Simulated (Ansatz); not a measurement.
## Al2O3 (R-3c): how ε∞ follows the gap

The empty bands of Al2O3 (R-3c) are shifted up rigidly by Δ, and ε∞ along x is computed for each shift. x, y and z are the Cartesian axes of the input cell.

The structure is trigonal, space group R-3c (No. 167). The conventional cell has a = 4.760 Å, b = 4.760 Å, c = 12.996 Å, α = 90.00°, β = 90.00°, γ = 120.00°. Around Al on site c lie 6 O at 1.85 to 1.97 Å. O on site e is surrounded by 4 Al at 1.85 to 1.97 Å.

Method: Ansatz 0.2.0, PBE, independent particles, k-mesh 6×6×6 with interpolation inside its cells, Gaussian parameter 0.1 eV.

Launch of the response step: `ansatz run input.yaml --threads 4 --pin off --max-ram 8192MiB --backend cpu --events-out ev --progress --plain --runs-dir out`. The series took 2.9 min in all, on 4 threads of Intel(R) Xeon(R) Processor @ 2.70GHz, with other jobs on the host.

| Δ (eV) | ε∞ along x |
| --- | --- |
| 0.00 | ? |
| 0.40 | 3.257 |
| 0.80 | 3.193 |
| 1.20 | 3.133 |
| 1.60 | 3.076 |
| 2.00 | 3.023 |

With one effective transition at E₀ and fixed dipole strength, ε∞ − 1 = A/(E₀ + Δ), so 1/(ε∞ − 1) is linear in Δ.

Working, on the rows shown:

| x = Δ (eV) | y = 1/(ε∞ − 1) |
| --- | --- |
| 0.4 | 0.443066 |
| 0.8 | 0.455996 |
| 1.2 | 0.468823 |
| 1.6 | 0.481696 |
| 2 | 0.494315 |

Means: x̄ = 1.2, ȳ = 0.46878. Σ(x − x̄)(y − ȳ) = 0.05128, Σ(x − x̄)² = 1.6. Slope = 0.05128 / 1.6 = 0.03205; intercept = ȳ − slope · x̄ = 0.43032. Turned back into ε∞ along x, the line misses the rows shown by at most 0.00042.

Task: Predict the last column of the withheld row from the fit.

Result: At x = 0 the line gives y = 0.43032, that is 3.324. The run gave 3.325, so the extrapolation is off by 0.0011, 0.4 % of the range in the table.

Refitted with all rows, the slope is 0.03213 and the intercept 0.43021. These give E₀ = intercept/slope = 13.4 eV, far above the least direct gap of 6.22 eV: most of the screening comes from transitions well over the edge. Over the first step ε∞ falls by 5 % per eV. Excitons are left out and so are local fields; PBE gaps are as a rule too small.
